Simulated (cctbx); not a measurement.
## Lattice, Laue class and space group of a new crystal

Cell: a = 7.8590 Å, b = 13.0160 Å, c = 7.6470 Å, α = 90.00°, β = 90.00°, γ = 90.00°. Expected content of the cell: Bi12 Re4 Sn12 Cr8.

The data are simulated with cctbx, not measured: Mo Kα, λ = 0.71073 Å, to d = 0.7 Å, 80 % of the full sphere, strongest reflection 5000 counts, noise from counting, a 1.5 % proportional error and a noise floor of 2 counts (s.d.); no absorption.

Tests on the unmerged data give:

```text
7645 reflections to d = 0.700 A
centring   violations  <I/sigma> of those
    A        903 of  3798      2.1
    B       1300 of  3854      3.8
    C       1271 of  3804      3.9
    I          0 of  3843      0.0
    R       1698 of  5105      3.8
    F       1737 of  5728      3.3
Laue class    unique    Rint  (classes that these axes allow; Friedel mates merged)
I 1 2/m 1        1233   0.078
I 1 1 2/m        1267   0.077
I 2/m 1 1        1263   0.078
I m m m           702   0.081
space group    extra absences  I>4sigma  <I/sigma>
I 2 2 2                 0          0         -  acentric
I 21 21 21              0          0         -  acentric
I m m 2                 0          0         -  acentric
I 2 m m                 0          0         -  acentric
I m 2 m                 0          0         -  acentric
I m a 2                78          0      -0.1  acentric
I 2 c m                78          0      -0.1  acentric
I m m m                 0          0         -  centric
I m c m                78          0      -0.1  centric
I m a m                78          0      -0.1  centric
Wilson B = 1.41 A^2   <|E^2-1|> = 0.828 (0.968 centric, 0.736 acentric)   E^2>4: 3.2 %
shell (A)         n   <I/sigma>
 6.73 - 1.40    102     20.4
 1.40 - 1.11     89     17.8
 1.11 - 0.97     87     15.0
 0.97 - 0.88     88     14.7
 0.88 - 0.82     89     11.3
 0.82 - 0.77     74      9.7
 0.77 - 0.73     93     10.8
 0.73 - 0.70     80     10.7
```

**Question.** What are the lattice type, the Laue class and the likely space group?

The reflections that I centring forbids are absent (⟨I/σ⟩ near 0), so the lattice is I.

Rint stays low (0.077 to 0.081) up to I m m m, the highest class in these axes. It includes Bijvoet differences, since Friedel mates are merged.

10 settings pass the absence test. The most absences obeyed, 78, belong to I m a 2, I 2 c m, I m c m and I m a m, which absences can't tell apart.

⟨|E²−1|⟩ = 0.828 lies between the two ideal values. The Wilson B of 1.41 Å² means U ≈ 0.0179 Å².

The true group is Ima2 (no. 46), Laue class mmm, non-centrosymmetric. The tables only narrow the choice to the tied entries; cell content, site symmetry and trial solutions must settle it.

The model was made for the exercise: a known structure type with other elements put in, its volume estimated, not relaxed; displacement parameters are assumed.

[Logs are printed without paths, hosts, clocks, repeated set-up lines and the standing remarks that a program may print on its own settings, such as how far it seeks lower states.]
